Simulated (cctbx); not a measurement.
## What resolution and counting buy: K3CuI6

Space group P-1 (no. 2), a = 9.0020 Å, b = 9.0790 Å, c = 9.0980 Å, α = 83.47°, β = 72.63°, γ = 73.92°.

```csv
atom,mult.,x,y,z,Ueq (Å²)
I1,2,0.7707,0.9499,0.2394,0.0102
I2,2,0.1564,0.2093,0.2033,0.0184
I3,2,0.8171,0.2196,0.8868,0.0098
Cu1,1,0,0,0,0.0172
K1,1,1/2,0,0,0.0133
K2,1,0,0,1/2,0.0136
K3,1,0,1/2,0,0.0136
```

The model is made up (kin elements in a known structure type, no relaxation), so it says nothing on whether the phase exists.

Five simulated data sets (cctbx; Mo Kα, λ = 0.71073 Å; 1.5 % proportional error) differ in resolution or exposure (noise floor 2 counts in the first three, 8 in the last two). Each is refined with the right model, isotropic at 1.1 Å and anisotropic otherwise. How do the figures of merit and the uncertainties move?

| d min (Å) | top counts | ⟨I/σ⟩ (unmerged, absences included) | unique | param. (scale apart) | Rint | R1 | GooF | largest s.u. xyz (fractional) | s.u. U of K1 (Å²) | largest error (Å) |
| --- | --- | --- | --- | --- | --- | --- | --- | --- | --- | --- |
| 1.1 | 20000 | 26.2 | 805 | 16 | 0.015 | 0.0323 | 2.91 | 0.00013 | 0.0012 | 0.0031 |
| 0.84 | 20000 | 22.2 | 1820 | 51 | 0.017 | 0.0139 | 0.95 | 0.00003 | 0.0005 | 0.0004 |
| 0.6 | 20000 | 17.1 | 4998 | 51 | 0.020 | 0.0183 | 0.96 | 0.00002 | 0.0002 | 0.0003 |
| 0.75 | 300 | 1.4 | 2569 | 51 | 0.282 | 0.1265 | 0.96 | 0.00048 | 0.0087 | 0.0083 |
| 0.75 | 3000 | 7.4 | 2569 | 51 | 0.050 | 0.0416 | 0.96 | 0.00009 | 0.0013 | 0.0015 |

GooF reaches 2.91 where the model lacks something that the data hold (anisotropy at the isotropic level, for one). The s.u. of U for K1 goes 0.0012, 0.0005, 0.0002 Å² with resolution and 0.0087, 0.0013 Å² with exposure.

The 1.1 Å row also differs in its displacement model, so it isn't a clean test of resolution.

Hardware for the 0.6 Å refinement: 0.42 s on 1 thread of Arm Neoverse V2, on a shared host, peak memory 0.09 GiB.

[Logs are printed without paths, hosts, clocks, repeated set-up lines and the standing remarks that a program may print on its own settings, such as how far it seeks lower states.]
